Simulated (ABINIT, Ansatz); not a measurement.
## SF6 (Im-3m): changed settings of a GW run in ABINIT

What do changed inputs do to GW on SF6 (Im-3m)?

Method: LDA and many-body steps on it, plane waves, in ABINIT 10.8.3.

### Step 1. The starting structure

It takes space group Im-3m (No. 229, cubic). Conventional cell: a = 5.747 Å, b = 5.747 Å, c = 5.747 Å, α = 90.00°, β = 90.00°, γ = 90.00°. Nearest to S lie 6 F at 1.58 Å. Nearest to F lie 1 S at 1.58 Å. Farther neighbours and most contacts between anions are not listed.

Coordinates:

```cif
data_structure
_symmetry_space_group_name_H-M 'Im-3m'
_symmetry_Int_Tables_number 229
_cell_length_a 5.7470
_cell_length_b 5.7470
_cell_length_c 5.7470
_cell_angle_alpha 90.000
_cell_angle_beta 90.000
_cell_angle_gamma 90.000
_cell_volume 189.81
loop_
_atom_site_label
_atom_site_type_symbol
_atom_site_symmetry_multiplicity
_atom_site_Wyckoff_symbol
_atom_site_fract_x
_atom_site_fract_y
_atom_site_fract_z
_atom_site_occupancy
S1 S 2 a 0.00000 0.00000 0.00000 1
F1 F 12 e 0.00000 0.00000 0.72563 1
```

The cell and positions are those that the Materials Project relaxed with its own functionals (PBE, PBE+U or r2SCAN), kept fixed.

### Step 2. Screening, 2×2×2 mesh, 86 bands, screening to 114.3 eV

This step: ABINIT 10.8.3; RPA screening on LDA, plane waves, norm-conserving pseudopotentials.

The RPA dielectric matrix is built and inverted for each q.

Input file run.abi:

```
acell 3*1.0 Angstrom
rprim 
  -2.873504736200 2.873504736200 2.873504736200
  2.873504736200 -2.873504736200 2.873504736200
  2.873504736200 2.873504736200 -2.873504736200
ntypat 2
znucl 16 9
natom 7
typat 1 2 2 2 2 2 2
xred 
  0.000000000000 0.000000000000 0.000000000000
  0.725627210000 0.725627210000 0.000000000000
  0.274372790000 0.274372790000 0.000000000000
  0.000000000000 0.274372790000 0.274372790000
  0.000000000000 0.725627210000 0.725627210000
  0.725627210000 0.000000000000 0.725627210000
  0.274372790000 0.000000000000 0.274372790000
pp_dirpath "pseudos"
pseudos "S.upf, F.upf"
ecut 36
ngkpt 2 2 2
nshiftk 1
shiftk 0 0 0
kptopt 1
chksymbreak 0
istwfk *1
occopt 1
irdwfk 1
optdriver 3
nband 86
ecuteps 4.2
inclvkb 2
awtr 1
symchi 1
indata_prefix "in"
outdata_prefix "out"
tmpdata_prefix "tmp"
fftgw 31
```

Started as:

```
$ OMP_NUM_THREADS=1 mpirun -n 4 abinit run.abi > log
```

Log:

```text
.Version 10.8.3 of ABINIT. v10.8.2 released Aug 2026.

 Symmetries : space group Im -3 m (#229); Bravais cI (body-center cubic)
[... echo of the input left out ...]
== DATASET  1 ==================================================================
-   mpi_nproc: 4, omp_nthreads: 1 (-1 if OMP is not activated)

--- !DatasetInfo
iteration_state: {dtset: 1, }
dimensions: {natom: 7, nkpt: 3, mband: 86, nsppol: 1, nspinor: 1, nspden: 1, mpw: 6620, }
cutoff_energies: {ecut:  36.0, pawecutdg:  -1.0, }
electrons: {nelect:   4.80000000E+01, charge:   0.00000000E+00, occopt:   1.00000000E+00, tsmear:   1.00000000E-02, }

 SCREENING: Calculation of the susceptibility and dielectric matrices

 Based on a program developped by R.W. Godby, V. Olevano, G. Onida, and L. Reining.
 Incorporated in ABINIT by V. Olevano, G.-M. Rignanese, and M. Torrent.
.Using double precision arithmetic ; gwpc =  8

[... cell and pseudopotentials left out ...]
--------------------------------------------------------------------------------

 ==== K-mesh for the wavefunctions ====
 Number of points in the irreducible wedge :     3
[... list of points left out ...]
 Together with 48 symmetry operations and time-reversal symmetry
 yields     8 points in the full Brillouin Zone.

 ==== Q-mesh for the screening function ====
 Number of points in the irreducible wedge :     3
[... list of points left out ...]
 Together with 48 symmetry operations and time-reversal symmetry
 yields     8 points in the full Brillouin Zone.

 setmesh: FFT mesh size selected  =    45x   45x   45
          total number of points  =        91125

 vcoul_init : cutoff-mode = AUXILIARY_FUNCTION
 q-points for optical limit:   1
     1)      0.000010    0.000020    0.000030

- screening: taking advantage of time-reversal symmetry
- Maximum band index for partially occupied states nbvw = 24
- Remaining bands to be divided among processors   nbcw = 62
- Number of bands treated by each node ~15

 Number of electrons calculated from density =   48.0000; Expected =   48.0000
 average of density, n =  0.074946
 r_s =    1.4714
 omega_plasma =   26.4077 [eV]

 calculating chi0 at frequencies [eV] :
  1    0.000000E+00    0.000000E+00
  2    0.000000E+00    2.640767E+01

--------------------------------------------------------------------------------
  q-point number  1        q = ( 0.000000, 0.000000, 0.000000) [r.l.u.]
--------------------------------------------------------------------------------
[... chi0 elements left out ...]
 For q-point:  0.000010 0.000020 0.000030
  dielectric constant =   1.7506
  dielectric constant without local fields =   1.9778

  Average fulfillment of the sum rule on Im[epsilon] for q-point    1 :     33.85  [%]
[... wings left out ...]
  q-point number  2        q = ( 0.500000, 0.000000, 0.000000) [r.l.u.]
--------------------------------------------------------------------------------
[... chi0 elements left out ...]
  Average fulfillment of the sum rule on Im[epsilon] for q-point    2 :     40.27  [%]

 [... 1 further q-points ...]
```

Elapsed: 31 s, on 4 MPI ranks of Intel Xeon Platinum 8259CL at 2.50GHz (Skylake/Cascade Lake), shared host; peak memory 1.3 GiB; 2.1 min of CPU time.

This step gave:

| Quantity | Value |
| --- | --- |
| ε∞ with local fields, on this mesh, along the program's q direction | 1.751 |
| the same without local fields | 1.978 |
| plasma frequency | 26.41 eV |
| plane waves in the screening matrix | 249 |

Local fields lower ε∞ by 11 %. On a Γ-centred mesh this coarse the value itself is usually too large, while a short band sum pulls it down.

### Step 3. Base

The self-energy is evaluated for the states that the input lists, and the levels follow from it, in one-shot runs by the linearised quasiparticle equation.

This step: G0W0 on LDA, plane waves, norm-conserving pseudopotentials.

Changes to run.abi since step 2:

```diff
@@ -28,8 +28,15 @@
 irdwfk 1
-optdriver 3
+optdriver 4
 nband 86
+gwcalctyp 0
+ecutsigx 36
+symsigma 1
+nkptgw 1
+kptgw 
+  0.0000000000 0.0000000000 0.0000000000
+bdgw 
+  22 26
 ecuteps 4.2
-inclvkb 2
-awtr 1
-symchi 1
+irdscr 1
+ppmodel 1
 indata_prefix "in"
```

Log:

```text
.Version 10.8.3 of ABINIT. v10.8.2 released Aug 2026.

 Symmetries : space group Im -3 m (#229); Bravais cI (body-center cubic)
[... echo of the input left out ...]
== DATASET  1 ==================================================================
-   mpi_nproc: 4, omp_nthreads: 1 (-1 if OMP is not activated)

--- !DatasetInfo
iteration_state: {dtset: 1, }
dimensions: {natom: 7, nkpt: 3, mband: 86, nsppol: 1, nspinor: 1, nspden: 1, mpw: 6620, }
cutoff_energies: {ecut:  36.0, pawecutdg:  -1.0, }
electrons: {nelect:   4.80000000E+01, charge:   0.00000000E+00, occopt:   1.00000000E+00, tsmear:   1.00000000E-02, }

 SIGMA: Calculation of the GW corrections

 Based on a program developped by R.W. Godby, V. Olevano, G. Onida, and L. Reining.
 Incorporated in ABINIT by V. Olevano, G.-M. Rignanese, and M. Torrent.
.Using double precision arithmetic ; gwpc =  8

[... cell and pseudopotentials left out ...]
--------------------------------------------------------------------------------

 ==== K-mesh for the wavefunctions ====
 Number of points in the irreducible wedge :     3
[... list of points left out ...]
 Together with 48 symmetry operations and time-reversal symmetry
 yields     8 points in the full Brillouin Zone.

 ==== Q-mesh for screening function ====
 Number of points in the irreducible wedge :     3
[... list of points left out ...]
 Together with 48 symmetry operations and time-reversal symmetry
 yields     8 points in the full Brillouin Zone.

 vcoul_init : cutoff-mode = AUXILIARY_FUNCTION
 q-points for optical limit:   1
     1)      0.000010    0.000020    0.000030
 setmesh: FFT mesh size selected  =    45x   45x   45
          total number of points  =        91125

 Number of electrons calculated from density =   48.0000; Expected =   48.0000
 average of density, n =  0.074946
 r_s =    1.4714
 omega_plasma =   26.4077 [eV]

 === KS Band Gaps ===
  >>>> For spin  1
   Minimum direct gap =   6.1318 [eV], located at k-point      :   0.0000  0.0000  0.0000
   Fundamental gap    =   6.1318 [eV], Top of valence bands at :   0.0000  0.0000  0.0000
                                       Bottom of conduction at :   0.0000  0.0000  0.0000
 SIGMA fundamental parameters:
 PLASMON POLE MODEL  1
 number of plane-waves for SigmaX                 6603
 number of plane-waves for SigmaC and W            249
 number of plane-waves for wavefunctions          6603
 number of bands                                    86
 number of independent spin polarizations            1
 number of spinorial components                      1
 number of k-points in IBZ                           3
 number of q-points in IBZ                           3
 number of symmetry operations                      48
 number of k-points in BZ                            8
 number of q-points in BZ                            8
 number of frequencies for dSigma/dE                 9
 frequency step for dSigma/dE [eV]                0.25
 number of omega for Sigma on real axis              0
 max omega for Sigma on real axis  [eV]           0.00
 zcut for avoiding poles [eV]                     0.10

 EPSILON^-1 parameters (SCR file):
 dimension of the eps^-1 matrix on file            249
 dimension of the eps^-1 matrix used               249
 number of plane-waves for wavefunctions          6603
 number of bands                                    86
 number of q-points in IBZ                           3
 number of frequencies                               2
 number of real frequencies                          1
 number of imag frequencies                          1

 matrix elements of self-energy operator (all in [eV])

 Perturbative Calculation

--- !SelfEnergy_ee
iteration_state: {dtset: 1, }
kpoint     : [   0.000,    0.000,    0.000, ]
spin       : 1
KS_gap     :    6.132
QP_gap     :   11.998
Delta_QP_KS:    5.866
data: !SigmaeeData |
     Band     E0 <VxcDFT>   SigX SigC(E0)      Z dSigC/dE  Sig(E)    E-E0       E
       22  -3.665 -23.540 -31.261   4.923   0.839  -0.192 -25.887  -2.347  -6.012
       23  -3.665 -23.540 -31.261   4.923   0.839  -0.192 -25.887  -2.347  -6.012
       24  -3.665 -23.540 -31.261   4.923   0.839  -0.192 -25.887  -2.347  -6.012
       25   2.467 -18.486 -12.553  -1.920   0.877  -0.140 -14.966   3.520   5.986
       26   6.635 -10.216  -5.170  -2.141   0.909  -0.100  -7.576   2.640   9.275

== END DATASET(S) ==============================================================
================================================================================

 -outvars: echo values of variables after computation  --------
           etotal      0.0000000000E+00
            nband          86
             nkpt           3
          spgroup         229
 [... the other variables as echoed above ...]

 Calculation completed.
```

The job ended after 7.3 s (4 MPI ranks; peak memory 0.89 GiB; 28 s of CPU time).

This step gave:

| Quantity | Value |
| --- | --- |
| G0W0 gap on the points computed | 12.00 eV |
| starting gap on the mesh | 6.132 eV |
| k of the valence top | 0, 0, 0 |
| k of the conduction bottom | 0, 0, 0 |
| Z at the valence top | 0.839 |
| Z at the conduction bottom | 0.877 |
| least direct G0W0 gap on the computed points | 12.00 eV |

The gap on the mesh goes from 6.13 eV to 12.00 eV, a correction of +5.87 eV.

### Step 4. No symmetry in the self-energy

Changes to run.abi since step 3:

```diff
@@ -32,3 +32,3 @@
 ecutsigx 36
-symsigma 1
+symsigma 0
 nkptgw 1
```

Log:

```text
.Version 10.8.3 of ABINIT. v10.8.2 released Aug 2026.

 Symmetries : space group Im -3 m (#229); Bravais cI (body-center cubic)
[... echo of the input left out ...]
== DATASET  1 ==================================================================
-   mpi_nproc: 4, omp_nthreads: 1 (-1 if OMP is not activated)

--- !DatasetInfo
iteration_state: {dtset: 1, }
dimensions: {natom: 7, nkpt: 3, mband: 86, nsppol: 1, nspinor: 1, nspden: 1, mpw: 6620, }
cutoff_energies: {ecut:  36.0, pawecutdg:  -1.0, }
electrons: {nelect:   4.80000000E+01, charge:   0.00000000E+00, occopt:   1.00000000E+00, tsmear:   1.00000000E-02, }

 SIGMA: Calculation of the GW corrections

 Based on a program developped by R.W. Godby, V. Olevano, G. Onida, and L. Reining.
 Incorporated in ABINIT by V. Olevano, G.-M. Rignanese, and M. Torrent.
.Using double precision arithmetic ; gwpc =  8

[... cell and pseudopotentials left out ...]
--------------------------------------------------------------------------------

 ==== K-mesh for the wavefunctions ====
 Number of points in the irreducible wedge :     3
[... list of points left out ...]
 Together with 48 symmetry operations and time-reversal symmetry
 yields     8 points in the full Brillouin Zone.

 ==== Q-mesh for screening function ====
 Number of points in the irreducible wedge :     3
[... list of points left out ...]
 Together with 48 symmetry operations and time-reversal symmetry
 yields     8 points in the full Brillouin Zone.

 vcoul_init : cutoff-mode = AUXILIARY_FUNCTION
 q-points for optical limit:   1
     1)      0.000010    0.000020    0.000030
 setmesh: FFT mesh size selected  =    45x   45x   45
          total number of points  =        91125

 Number of electrons calculated from density =   48.0000; Expected =   48.0000
[...]
number of q-points in IBZ                           3
 number of symmetry operations                      48
 number of k-points in BZ                            8
 number of q-points in BZ                            8
 number of frequencies for dSigma/dE                 9
 frequency step for dSigma/dE [eV]                0.25
 number of omega for Sigma on real axis              0
 max omega for Sigma on real axis  [eV]           0.00
 zcut for avoiding poles [eV]                     0.10

 EPSILON^-1 parameters (SCR file):
 dimension of the eps^-1 matrix on file            249
 dimension of the eps^-1 matrix used               249
 number of plane-waves for wavefunctions          6603
 number of bands                                    86
 number of q-points in IBZ                           3
 number of frequencies                               2
 number of real frequencies                          1
 number of imag frequencies                          1

 matrix elements of self-energy operator (all in [eV])

 Perturbative Calculation

--- !SelfEnergy_ee
iteration_state: {dtset: 1, }
kpoint     : [   0.000,    0.000,    0.000, ]
spin       : 1
KS_gap     :    6.132
QP_gap     :   12.000
Delta_QP_KS:    5.868
data: !SigmaeeData |
     Band     E0 <VxcDFT>   SigX SigC(E0)      Z dSigC/dE  Sig(E)    E-E0       E
       22  -3.665 -23.540 -31.261   4.925   0.839  -0.192 -25.885  -2.345  -6.010
       23  -3.665 -23.540 -31.261   4.923   0.839  -0.192 -25.887  -2.347  -6.012
       24  -3.665 -23.540 -31.261   4.921   0.839  -0.192 -25.888  -2.348  -6.014
       25   2.467 -18.486 -12.553  -1.920   0.877  -0.140 -14.966   3.520   5.986
       26   6.635 -10.216  -5.170  -2.141   0.909  -0.100  -7.576   2.640   9.275

== END DATASET(S) ==============================================================
================================================================================

 -outvars: echo values of variables after computation  --------
           etotal      0.0000000000E+00
            nband          86
             nkpt           3
          spgroup         229
 [... the other variables as echoed above ...]

 Calculation completed.
```

Wall time 16 s (4 MPI ranks); peak memory 0.99 GiB.

Numbers from this step:

| Property | Result |
| --- | --- |
| G0W0 gap on the points computed | 12.00 eV |
| starting gap on the mesh | 6.132 eV |
| k of the valence top | 0, 0, 0 |
| k of the conduction bottom | 0, 0, 0 |
| Z at the valence top | 0.839 |
| Z at the conduction bottom | 0.877 |
| least direct G0W0 gap on the computed points | 12.00 eV |

Against G0W0 in ABINIT (2×2×2 mesh, 86 bands, screening to 114.3 eV, Godby-Needs plasmon pole), the gap moves by −0.002 eV.

### Step 5. Unknown plasmon-pole model

Changes to run.abi since step 4:

```diff
@@ -32,3 +32,3 @@
 ecutsigx 36
-symsigma 0
+symsigma 1
 nkptgw 1
@@ -40,3 +40,3 @@
 irdscr 1
-ppmodel 1
+ppmodel 7
 indata_prefix "in"
```

Log:

```text
.Version 10.8.3 of ABINIT. v10.8.2 released Aug 2026.

 Symmetries : space group Im -3 m (#229); Bravais cI (body-center cubic)
================================================================================
 Values of the parameters that define the memory need of the present run
     intxc =       0    ionmov =       0      iscf =       7    lmnmax =       6
     lnmax =       6     mgfft =      54  mpssoang =       3    mqgrid =    3001
     natom =       7  nloc_mem =       1    nspden =       1   nspinor =       1
    nsppol =       1      nsym =      48    n1xccc =    2501    ntypat =       2
    occopt =       1   xclevel =       1
-    mband =          86        mffmem =           1         mkmem =           1
       mpw =        6620          nfft =      157464          nkpt =           3
================================================================================
  Rough estimation (10% accuracy) of disk space for files :
================================================================================

--------------------------------------------------------------------------------
------------- Echo of variables that govern the present computation ------------
--------------------------------------------------------------------------------
 -outvars: echo values of preprocessed input variables --------
            acell      1.8897261259E+00  1.8897261259E+00  1.8897261259E+00 Bohr

             bdgw          22      26
      chksymbreak           0
             ecut      3.60000000E+01 Hartree
          ecuteps      4.20000000E+00 Hartree
         ecutsigx      3.60000000E+01 Hartree
          ecutwfn      3.60000000E+01 Hartree
-          fftalg         312
            fftgw          31
           irdscr           1
           irdwfk           1

[...]
pspatm : epsatm=    8.64647033
         --- l  ekb(1:nproj) -->
[...]
pspatm: atomic psp has been read  and splines computed

- F Generated using ONCVPSP code by D. R. Hamann
-  9.00000   7.00000  201202                  znucl, zion, pspdat
12 -1012 2 -1 824                             pspcod,pspxc,lmax,lloc,mmax
     nproj     2     2     1
  pspatm : epsatm=    4.94580260
         --- l  ekb(1:nproj) -->
             0    6.487052    1.061847
             1   -4.029087   -1.312559
             2   -2.364936
 pspatm: atomic psp has been read  and splines computed

   1.83942172E+03                                ecore*ucvol(ha*bohr**3)
--------------------------------------------------------------------------------

 ==== K-mesh for the wavefunctions ====
 Number of points in the irreducible wedge :     3
 Reduced coordinates and weights :

     1)     0.00000000E+00  0.00000000E+00  0.00000000E+00       0.12500
     2)     5.00000000E-01  0.00000000E+00  0.00000000E+00       0.75000
     3)     5.00000000E-01  5.00000000E-01  5.00000000E-01       0.12500

 Together with 48 symmetry operations and time-reversal symmetry
 yields     8 points in the full Brillouin Zone.

 ==== Q-mesh for screening function ====
 Number of points in the irreducible wedge :     3
 Reduced coordinates and weights :

     1)     0.00000000E+00  0.00000000E+00  0.00000000E+00       0.12500
     2)     5.00000000E-01  0.00000000E+00  0.00000000E+00       0.75000
     3)     5.00000000E-01  5.00000000E-01  5.00000000E-01       0.12500

 Together with 48 symmetry operations and time-reversal symmetry
 yields     8 points in the full Brillouin Zone.

 vcoul_init : cutoff-mode = AUXILIARY_FUNCTION
 q-points for optical limit:   1
     1)      0.000010    0.000020    0.000030
 setmesh: FFT mesh size selected  =    45x   45x   45
          total number of points  =        91125

 Number of electrons calculated from density =   48.0000; Expected =   48.0000
 average of density, n =  0.074946
 r_s =    1.4714
 omega_plasma =   26.4077 [eV]

--- !BUG
message: |
    Wrong ppm%model: 7

--- !BUG
message: |
    Wrong ppm%model: 7

--- from the log ---
Wrong ppm%model: 7
```

It took 5.6 s on 4 MPI ranks; peak memory 0.26 GiB; 16 s of CPU time.

The run stopped with an error after 5.6 s.

The program's words: Wrong ppm%model: 7

The fault put into this input: unknown plasmon-pole model.

### Step 6. The runs together

Times are wall times on 4 MPI ranks of Intel Xeon Platinum 8259CL at 2.50GHz (Skylake/Cascade Lake), shared host, good to a factor of about two. A run's time includes the screening step that it read.

| run | mesh | bands | screening cutoff (eV) | DFT gap (eV) | gap on the mesh (eV) | direct (eV) | ε∞ used | time |
| --- | --- | --- | --- | --- | --- | --- | --- | --- |
| base | 2×2×2 | 86 | 114.3 | 6.132 | 11.998 | 11.998 | 1.75 | 38 s |
| no symmetry in the self-energy | 2×2×2 | 86 | 114.3 | 6.132 | 11.996 | 11.996 | 1.75 | 47 s |

### Step 7. What came out

```yaml
base: 11.998 eV
no_symmetry_in_the_self_energy: 11.996 eV
known_limits: not at the basis limit; coarse k mesh
```

In words: No symmetry in the self-energy: −0.002 eV against base (keys changed: symsigma). Bands and cutoff are finite, so the gap is not at the basis limit. The miss can reach some tenths of an eV and take either sign; the mesh is an error of its own. In the first G0W0 run levels were corrected at 1 k point alone, so a gap called «on the mesh» is the least over those, and an edge elsewhere would be missed. The 2×2×2 mesh is coarse for this cell, which bears on the long-range parts of exchange and screening.

[Paths, hosts, dates, memory and timing lines, banners, echoed tables and standing remarks are left out of the program output.]

[Logs are printed without paths, hosts, clocks, repeated set-up lines and the standing remarks that a program may print on its own settings, such as how far it seeks lower states.]

[Runs of the session that timed out or met a known fault of the program may be left out.]

[No measured gap is set beside runs whose start may be inverted or whose files or cutoffs have a known fault.]

[Hosts, paths, dates, database ids (printed as entryN), source tags and the programs' standing remarks are cut or masked in the printed files.]

[G0W0 gaps are taken among the corrected bands and points alone; a level outside them can change the order at an edge.]

[Where Ansatz stands beside ABINIT at settings called matched, ABINIT's density can come from a denser mesh and the files from another edition; pairs whose starting gaps differed by over 0.03 eV were left out, so agreement reads better than it is.]
